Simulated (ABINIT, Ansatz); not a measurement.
## How the form of the self-energy moves the gap of CaC2 (I4/mmm)

Wanted: the gap of CaC2 (I4/mmm) under several approximations, with cost.

Calculated with ABINIT 10.8.3; PBEsol and many-body steps on it, plane waves.

## Step 1: The structure

Symmetry: I4/mmm, No. 139, tetragonal system. Conventional cell: a = 3.869 Å, b = 3.869 Å, c = 6.404 Å, α = 90.00°, β = 90.00°, γ = 90.00°. Nearest to Ca lie 10 C at 2.58 to 2.81 Å. C has 1 C at 1.25 Å and 5 Ca at 2.58 to 2.81 Å nearest. Farther neighbours are not listed.

The cell and positions are those that the Materials Project relaxed with its own functionals (PBE, PBE+U or r2SCAN), kept fixed.

## Step 2: Empty states on the mesh, 4×4×4 mesh, 125 bands

This step: ABINIT 10.8.3; DFT, PBEsol, plane waves, norm-conserving pseudopotentials.

The sums over transitions need many empty states on a uniform mesh; this step solves for them.

Contents of run.abi:

```
acell 3*1.0 Angstrom
rprim 
  -1.934298599400 1.934298599400 3.202111242500
  1.934298599400 -1.934298599400 3.202111242500
  1.934298599400 1.934298599400 -3.202111242500
ntypat 2
znucl 20 6
natom 3
typat 1 2 2
xred 
  0.000000000000 0.000000000000 0.000000000000
  0.597892720000 0.597892720000 0.000000000000
  0.402107280000 0.402107280000 0.000000000000
pp_dirpath "pseudos"
pseudos "Ca.upf, C.upf"
ecut 37
ngkpt 4 4 4
nshiftk 1
shiftk 0 0 0
kptopt 1
chksymbreak 0
irdden 1
istwfk *1
nband 125
prtvol 0
optdriver 6
gwr_task "HDIAGO"
paral_kgb 0
occopt 1
indata_prefix "in"
outdata_prefix "out"
tmpdata_prefix "tmp"
```

Started as:

```bash
OMP_NUM_THREADS=1 mpirun -n 4 abinit run.abi > log
```

Output:

```text
.Version 10.8.3 of ABINIT. v10.8.2 released Aug 2026.

 Symmetries : space group I4/m m m (#139); Bravais tI (body-center tetrag.)
[... echo of the input left out ...]
== DATASET  1 ==================================================================
-   mpi_nproc: 4, omp_nthreads: 1 (-1 if OMP is not activated)

--- !DatasetInfo
iteration_state: {dtset: 1, }
dimensions: {natom: 3, nkpt: 13, mband: 125, nsppol: 1, nspinor: 1, nspden: 1, mpw: 3508, }
cutoff_energies: {ecut:  37.0, pawecutdg:  -1.0, }
[...]
Indirect band gap semiconductor
 Fundamental gap:     1.205 (eV)
   VBM:     3.148 (eV) at k: [ 5.0000E-01,  5.0000E-01,  5.0000E-01]
   CBM:     4.353 (eV) at k: [ 5.0000E-01,  5.0000E-01,  0.0000E+00]
 Direct gap:         2.264 (eV) at k: [ 5.0000E-01,  5.0000E-01,  0.0000E+00]

== END DATASET(S) ==============================================================
================================================================================

 -outvars: echo values of variables after computation  --------
           etotal      0.0000000000E+00
            nband         125
             nkpt          13
          spgroup         139
 [... the other variables as echoed above ...]

 Calculation completed.
```

It took 1.7 min on 4 MPI ranks of Arm Neoverse V2, shared host; peak memory 2.9 GiB; 6.9 min of CPU time.

This step gave:

* gap: 1.205 eV
* k of the valence top: 0.5, 0.5, 0.5
* k of the conduction bottom: 0.5, 0.5, 0
* least direct gap: 2.264 eV
* k points computed: 13
* lowest point of the top converged band, above the valence top: 89.0746 eV

On this mesh the gap is 1.205 eV.

The density comes from a self-consistent run that is not shown.

## Step 3: Screening, 4×4×4 mesh, 53 bands, screening to 114.3 eV

The RPA dielectric matrix is built and inverted for each q.

This step: RPA screening on PBEsol, plane waves, norm-conserving pseudopotentials.

Changes to run.abi since step 2:

```diff
@@ -21,10 +21,11 @@
 chksymbreak 0
-irdden 1
 istwfk *1
-nband 125
-prtvol 0
-optdriver 6
-gwr_task "HDIAGO"
-paral_kgb 0
 occopt 1
+irdwfk 1
+optdriver 3
+nband 53
+ecuteps 4.2
+inclvkb 2
+awtr 1
+symchi 1
 indata_prefix "in"
```

Output:

```text
.Version 10.8.3 of ABINIT. v10.8.2 released Aug 2026.

 Symmetries : space group I4/m m m (#139); Bravais tI (body-center tetrag.)
[... echo of the input left out ...]
== DATASET  1 ==================================================================
-   mpi_nproc: 4, omp_nthreads: 1 (-1 if OMP is not activated)

--- !DatasetInfo
iteration_state: {dtset: 1, }
dimensions: {natom: 3, nkpt: 13, mband: 53, nsppol: 1, nspinor: 1, nspden: 1, mpw: 3508, }
cutoff_energies: {ecut:  37.0, pawecutdg:  -1.0, }
electrons: {nelect:   1.80000000E+01, charge:   0.00000000E+00, occopt:   1.00000000E+00, tsmear:   1.00000000E-02, }

 SCREENING: Calculation of the susceptibility and dielectric matrices

 Based on a program developped by R.W. Godby, V. Olevano, G. Onida, and L. Reining.
 Incorporated in ABINIT by V. Olevano, G.-M. Rignanese, and M. Torrent.
.Using double precision arithmetic ; gwpc =  8

[... cell and pseudopotentials left out ...]
--------------------------------------------------------------------------------

 ==== K-mesh for the wavefunctions ====
 Number of points in the irreducible wedge :    13
[... list of points left out ...]
 Together with 16 symmetry operations and time-reversal symmetry
 yields    64 points in the full Brillouin Zone.

 ==== Q-mesh for the screening function ====
 Number of points in the irreducible wedge :    13
[... list of points left out ...]
 Together with 16 symmetry operations and time-reversal symmetry
 yields    64 points in the full Brillouin Zone.

 setmesh: FFT mesh size selected  =    45x   45x   45
          total number of points  =        91125

 vcoul_init : cutoff-mode = AUXILIARY_FUNCTION
 q-points for optical limit:   1
     1)      0.000010    0.000020    0.000030

- screening: taking advantage of time-reversal symmetry
- Maximum band index for partially occupied states nbvw = 9
- Remaining bands to be divided among processors   nbcw = 44
- Number of bands treated by each node ~11

 Number of electrons calculated from density =   18.0000; Expected =   18.0000
 average of density, n =  0.055659
 r_s =    1.6248
 omega_plasma =   22.7574 [eV]

 calculating chi0 at frequencies [eV] :
  1    0.000000E+00    0.000000E+00
  2    0.000000E+00    2.275736E+01

--------------------------------------------------------------------------------
  q-point number  1        q = ( 0.000000, 0.000000, 0.000000) [r.l.u.]
--------------------------------------------------------------------------------
[... chi0 elements left out ...]
 For q-point:  0.000010 0.000020 0.000030
  dielectric constant =   3.5713
  dielectric constant without local fields =   4.1623

  Average fulfillment of the sum rule on Im[epsilon] for q-point    1 :     56.79  [%]
[... wings left out ...]
  q-point number  2        q = ( 0.250000, 0.000000, 0.000000) [r.l.u.]
--------------------------------------------------------------------------------
[... chi0 elements left out ...]
  Average fulfillment of the sum rule on Im[epsilon] for q-point    2 :     71.24  [%]

 [... 11 further q-points ...]
```

The job ended after 56 s (4 MPI ranks; peak memory 1.9 GiB; 3.7 min of CPU time).

This step gave:

| Property | Result |
| --- | --- |
| ε∞ with local fields, on this mesh, along the program's q direction | 3.571 |
| the same without local fields | 4.162 |
| plasma frequency | 22.76 eV |
| plane waves in the screening matrix | 129 |

Local fields lower ε∞ by 14 %. On a Γ-centred mesh this coarse the value itself is usually too large, while a short band sum pulls it down.

## Step 4: G0W0, Godby-Needs plasmon pole

The self-energy is evaluated for the states that the input lists, and the levels follow from it, in one-shot runs by the linearised quasiparticle equation.

This step: G0W0 on PBEsol, plane waves, norm-conserving pseudopotentials.

Changes to run.abi since step 3:

```diff
@@ -24,8 +24,19 @@
 irdwfk 1
-optdriver 3
+optdriver 4
 nband 53
+gwcalctyp 0
+ecutsigx 37
+symsigma 1
+nkptgw 3
+kptgw 
+  0.5000000000 0.5000000000 0.5000000000
+  0.5000000000 0.5000000000 0.0000000000
+  0.0000000000 0.0000000000 0.0000000000
+bdgw 
+  7 11
+  8 11
+  8 11
 ecuteps 4.2
-inclvkb 2
-awtr 1
-symchi 1
+irdscr 1
+ppmodel 1
 indata_prefix "in"
```

Output:

```text
.Version 10.8.3 of ABINIT. v10.8.2 released Aug 2026.

 Symmetries : space group I4/m m m (#139); Bravais tI (body-center tetrag.)
[... echo of the input left out ...]
== DATASET  1 ==================================================================
-   mpi_nproc: 4, omp_nthreads: 1 (-1 if OMP is not activated)

--- !DatasetInfo
iteration_state: {dtset: 1, }
dimensions: {natom: 3, nkpt: 13, mband: 53, nsppol: 1, nspinor: 1, nspden: 1, mpw: 3508, }
cutoff_energies: {ecut:  37.0, pawecutdg:  -1.0, }
electrons: {nelect:   1.80000000E+01, charge:   0.00000000E+00, occopt:   1.00000000E+00, tsmear:   1.00000000E-02, }

 SIGMA: Calculation of the GW corrections

 Based on a program developped by R.W. Godby, V. Olevano, G. Onida, and L. Reining.
 Incorporated in ABINIT by V. Olevano, G.-M. Rignanese, and M. Torrent.
.Using double precision arithmetic ; gwpc =  8

[... cell and pseudopotentials left out ...]
--------------------------------------------------------------------------------

 ==== K-mesh for the wavefunctions ====
 Number of points in the irreducible wedge :    13
[... list of points left out ...]
 Together with 16 symmetry operations and time-reversal symmetry
 yields    64 points in the full Brillouin Zone.

 ==== Q-mesh for screening function ====
 Number of points in the irreducible wedge :    13
[... list of points left out ...]
 Together with 16 symmetry operations and time-reversal symmetry
 yields    64 points in the full Brillouin Zone.

 vcoul_init : cutoff-mode = AUXILIARY_FUNCTION
 q-points for optical limit:   1
     1)      0.000010    0.000020    0.000030
 setmesh: FFT mesh size selected  =    72x   72x   72
          total number of points  =       373248

 Number of electrons calculated from density =   18.0000; Expected =   18.0000
 average of density, n =  0.055659
 r_s =    1.6248
 omega_plasma =   22.7574 [eV]

 === KS Band Gaps ===
  >>>> For spin  1
   Minimum direct gap =   2.2640 [eV], located at k-point      :   0.5000  0.5000  0.0000
   Fundamental gap    =   1.2054 [eV], Top of valence bands at :   0.5000  0.5000  0.5000
                                       Bottom of conduction at :   0.5000  0.5000  0.0000
 SIGMA fundamental parameters:
 PLASMON POLE MODEL  1
 number of plane-waves for SigmaX                 3441
 number of plane-waves for SigmaC and W            129
 number of plane-waves for wavefunctions          3441
 number of bands                                    53
 number of independent spin polarizations            1
 number of spinorial components                      1
 number of k-points in IBZ                          13
 number of q-points in IBZ                          13
 number of symmetry operations                      16
 number of k-points in BZ                           64
 number of q-points in BZ                           64
 number of frequencies for dSigma/dE                 9
 frequency step for dSigma/dE [eV]                0.25
 number of omega for Sigma on real axis              0
 max omega for Sigma on real axis  [eV]           0.00
 zcut for avoiding poles [eV]                     0.10

 EPSILON^-1 parameters (SCR file):
 dimension of the eps^-1 matrix on file            129
 dimension of the eps^-1 matrix used               129
 number of plane-waves for wavefunctions          3441
 number of bands                                    53
 number of q-points in IBZ                          13
 number of frequencies                               2
 number of real frequencies                          1
 number of imag frequencies                          1

 matrix elements of self-energy operator (all in [eV])

 Perturbative Calculation

--- !SelfEnergy_ee
iteration_state: {dtset: 1, }
kpoint     : [   0.500,    0.500,    0.500, ]
spin       : 1
KS_gap     :    3.172
QP_gap     :    5.210
Delta_QP_KS:    2.038
data: !SigmaeeData |
     Band     E0 <VxcDFT>   SigX SigC(E0)      Z dSigC/dE  Sig(E)    E-E0       E
        7   1.522 -13.535 -16.713   2.241   0.783  -0.277 -14.269  -0.734   0.788
        8   1.522 -13.535 -16.713   2.241   0.783  -0.277 -14.269  -0.734   0.788
        9   3.148 -14.879 -18.776   3.269   0.778  -0.285 -15.368  -0.489   2.659
       10   6.320 -10.688  -5.178  -3.657   0.836  -0.197  -9.139   1.549   7.869
       11   8.997 -10.332  -5.202  -3.813   0.832  -0.202  -9.236   1.096  10.093

--- !SelfEnergy_ee
iteration_state: {dtset: 1, }
kpoint     : [   0.500,    0.500,    0.000, ]
spin       : 1
KS_gap     :    2.264
QP_gap     :    4.220
Delta_QP_KS:    1.956
data: !SigmaeeData |
     Band     E0 <VxcDFT>   SigX SigC(E0)      Z dSigC/dE  Sig(E)    E-E0       E
        8   1.539 -13.469 -16.581   2.139   0.785  -0.273 -14.233  -0.764   0.774
[...]
--- !SelfEnergy_ee
iteration_state: {dtset: 1, }
kpoint     : [   0.000,    0.000,    0.000, ]
spin       : 1
KS_gap     :    4.165
QP_gap     :    6.502
Delta_QP_KS:    2.337
data: !SigmaeeData |
     Band     E0 <VxcDFT>   SigX SigC(E0)      Z dSigC/dE  Sig(E)    E-E0       E
[...]
9   2.152 -13.954 -16.779   2.008   0.786  -0.273 -14.596  -0.642   1.510
       10   6.317 -12.062  -6.650  -3.333   0.815  -0.227 -10.368   1.695   8.012
       11   6.317 -12.062  -6.650  -3.333   0.815  -0.227 -10.368   1.695   8.012

== END DATASET(S) ==============================================================
================================================================================

 -outvars: echo values of variables after computation  --------
           etotal      0.0000000000E+00
            nband          53
             nkpt          13
          spgroup         139
 [... the other variables as echoed above ...]

 Calculation completed.
```

The job ended after 13 s (4 MPI ranks; peak memory 1.8 GiB).

Numbers from this step:

```
G0W0 gap on the points computed              : 2.977 eV
starting gap on the mesh                     : 1.205 eV
k of the valence top                         : 0.5, 0.5, 0.5
k of the conduction bottom                   : 0.5, 0.5, 0
Z at the valence top                         : 0.778
Z at the conduction bottom                   : 0.823
least direct G0W0 gap on the computed points : 4.220 eV
```

The gap on the mesh goes from 1.21 eV to 2.98 eV, a correction of +1.77 eV.

## Step 5: G0W0, Engel-Farid plasmon pole

Changes to run.abi since step 4:

```diff
@@ -40,3 +40,3 @@
 irdscr 1
-ppmodel 1
+ppmodel 4
 indata_prefix "in"
```

Output:

```text
.Version 10.8.3 of ABINIT. v10.8.2 released Aug 2026.

 Symmetries : space group I4/m m m (#139); Bravais tI (body-center tetrag.)
[... echo of the input left out ...]
== DATASET  1 ==================================================================
-   mpi_nproc: 4, omp_nthreads: 1 (-1 if OMP is not activated)

--- !DatasetInfo
iteration_state: {dtset: 1, }
dimensions: {natom: 3, nkpt: 13, mband: 53, nsppol: 1, nspinor: 1, nspden: 1, mpw: 3508, }
cutoff_energies: {ecut:  37.0, pawecutdg:  -1.0, }
electrons: {nelect:   1.80000000E+01, charge:   0.00000000E+00, occopt:   1.00000000E+00, tsmear:   1.00000000E-02, }

 SIGMA: Calculation of the GW corrections

 Based on a program developped by R.W. Godby, V. Olevano, G. Onida, and L. Reining.
 Incorporated in ABINIT by V. Olevano, G.-M. Rignanese, and M. Torrent.
.Using double precision arithmetic ; gwpc =  8

[... cell and pseudopotentials left out ...]
--------------------------------------------------------------------------------

 ==== K-mesh for the wavefunctions ====
 Number of points in the irreducible wedge :    13
[... list of points left out ...]
 Together with 16 symmetry operations and time-reversal symmetry
 yields    64 points in the full Brillouin Zone.

 ==== Q-mesh for screening function ====
 Number of points in the irreducible wedge :    13
[... list of points left out ...]
 Together with 16 symmetry operations and time-reversal symmetry
 yields    64 points in the full Brillouin Zone.

 vcoul_init : cutoff-mode = AUXILIARY_FUNCTION
 q-points for optical limit:   1
     1)      0.000010    0.000020    0.000030
 setmesh: FFT mesh size selected  =    72x   72x   72
          total number of points  =       373248

 Number of electrons calculated from density =   18.0000; Expected =   18.0000
[...]
number of plane-waves for wavefunctions          3441
 number of bands                                    53
 number of q-points in IBZ                          13
 number of frequencies                               2
 number of real frequencies                          1
 number of imag frequencies                          1

 matrix elements of self-energy operator (all in [eV])

 Perturbative Calculation

--- !SelfEnergy_ee
iteration_state: {dtset: 1, }
kpoint     : [   0.500,    0.500,    0.500, ]
spin       : 1
KS_gap     :    3.172
QP_gap     :    5.289
Delta_QP_KS:    2.117
data: !SigmaeeData |
     Band     E0 <VxcDFT>   SigX SigC(E0)      Z dSigC/dE  Sig(E)    E-E0       E
        7   1.522 -13.535 -16.713   2.045   0.803  -0.246 -14.445  -0.910   0.612
        8   1.522 -13.535 -16.713   2.045   0.803  -0.246 -14.445  -0.910   0.612
        9   3.148 -14.879 -18.776   3.150   0.796  -0.256 -15.474  -0.595   2.553
[...]
--- !SelfEnergy_ee
iteration_state: {dtset: 1, }
kpoint     : [   0.500,    0.500,    0.000, ]
spin       : 1
KS_gap     :    2.264
QP_gap     :    4.272
Delta_QP_KS:    2.008
data: !SigmaeeData |
     Band     E0 <VxcDFT>   SigX SigC(E0)      Z dSigC/dE  Sig(E)    E-E0       E
[...]
--- !SelfEnergy_ee
iteration_state: {dtset: 1, }
kpoint     : [   0.000,    0.000,    0.000, ]
spin       : 1
KS_gap     :    4.165
QP_gap     :    6.625
Delta_QP_KS:    2.459
data: !SigmaeeData |
     Band     E0 <VxcDFT>   SigX SigC(E0)      Z dSigC/dE  Sig(E)    E-E0       E
[...]
10   6.317 -12.062  -6.650  -3.415   0.828  -0.207 -10.408   1.655   7.972
       11   6.317 -12.062  -6.650  -3.415   0.828  -0.207 -10.408   1.655   7.972

== END DATASET(S) ==============================================================
================================================================================

 -outvars: echo values of variables after computation  --------
           etotal      0.0000000000E+00
            nband          53
             nkpt          13
          spgroup         139
 [... the other variables as echoed above ...]

 Calculation completed.
```

Run time: 12 s. Hardware: 4 MPI ranks; peak memory 1.8 GiB; 47 s of CPU time.

Numbers from this step:

```yaml
g0w0_gap_on_the_points_computed: 3.004 eV
starting_gap_on_the_mesh: 1.205 eV
k_of_the_valence_top: 0.5, 0.5, 0.5
k_of_the_conduction_bottom: 0.5, 0.5, 0
z_at_the_valence_top: 0.796
z_at_the_conduction_bottom: 0.838
least_direct_g0w0_gap_on_the_computed_points: 4.273 eV
```

Against G0W0 in ABINIT (4×4×4 mesh, 53 bands, screening to 114.3 eV, Godby-Needs plasmon pole), the gap moves by +0.027 eV.

## Step 6: G0W0, von der Linden-Horsch plasmon pole

Changes to run.abi since step 5:

```diff
@@ -40,3 +40,3 @@
 irdscr 1
-ppmodel 4
+ppmodel 3
 indata_prefix "in"
```

Output:

```text
.Version 10.8.3 of ABINIT. v10.8.2 released Aug 2026.

 Symmetries : space group I4/m m m (#139); Bravais tI (body-center tetrag.)
[... echo of the input left out ...]
== DATASET  1 ==================================================================
-   mpi_nproc: 4, omp_nthreads: 1 (-1 if OMP is not activated)

--- !DatasetInfo
iteration_state: {dtset: 1, }
dimensions: {natom: 3, nkpt: 13, mband: 53, nsppol: 1, nspinor: 1, nspden: 1, mpw: 3508, }
cutoff_energies: {ecut:  37.0, pawecutdg:  -1.0, }
[...]
Band     E0 <VxcDFT>   SigX SigC(E0)      Z dSigC/dE  Sig(E)    E-E0       E
[...]
10   6.317 -12.062  -6.650  -3.591   0.873  -0.145 -10.471   1.591   7.908
       11   6.317 -12.062  -6.650  -3.591   0.873  -0.145 -10.471   1.591   7.908

== END DATASET(S) ==============================================================
================================================================================

 -outvars: echo values of variables after computation  --------
           etotal      0.0000000000E+00
            nband          53
             nkpt          13
          spgroup         139
 [... the other variables as echoed above ...]

 Calculation completed.
```

Run time: 12 s. Hardware: 4 MPI ranks; peak memory 1.8 GiB; 47 s of CPU time.

Numbers from this step:

```
G0W0 gap on the points computed              : 2.999 eV
starting gap on the mesh                     : 1.205 eV
k of the valence top                         : 0.5, 0.5, 0.5
k of the conduction bottom                   : 0.5, 0.5, 0
least direct G0W0 gap on the computed points : 4.325 eV
```

Against G0W0 in ABINIT (4×4×4 mesh, 53 bands, screening to 114.3 eV, Godby-Needs plasmon pole), the gap moves by +0.022 eV.

(Continued in part 2 of 2.)

[Paths, hosts, dates, memory and timing lines, banners, echoed tables and standing remarks are left out of the program output.]

[Logs are printed without paths, hosts, clocks, repeated set-up lines and the standing remarks that a program may print on its own settings, such as how far it seeks lower states.]

[Runs of the session that timed out or met a known fault of the program may be left out.]

[Hosts, paths, dates, database ids (printed as entryN), source tags and the programs' standing remarks are cut or masked in the printed files.]

[G0W0 gaps are taken among the corrected bands and points alone; a level outside them can change the order at an edge.]

[Where Ansatz stands beside ABINIT at settings called matched, ABINIT's density can come from a denser mesh and the files from another edition; pairs whose starting gaps differed by over 0.03 eV were left out, so agreement reads better than it is.]
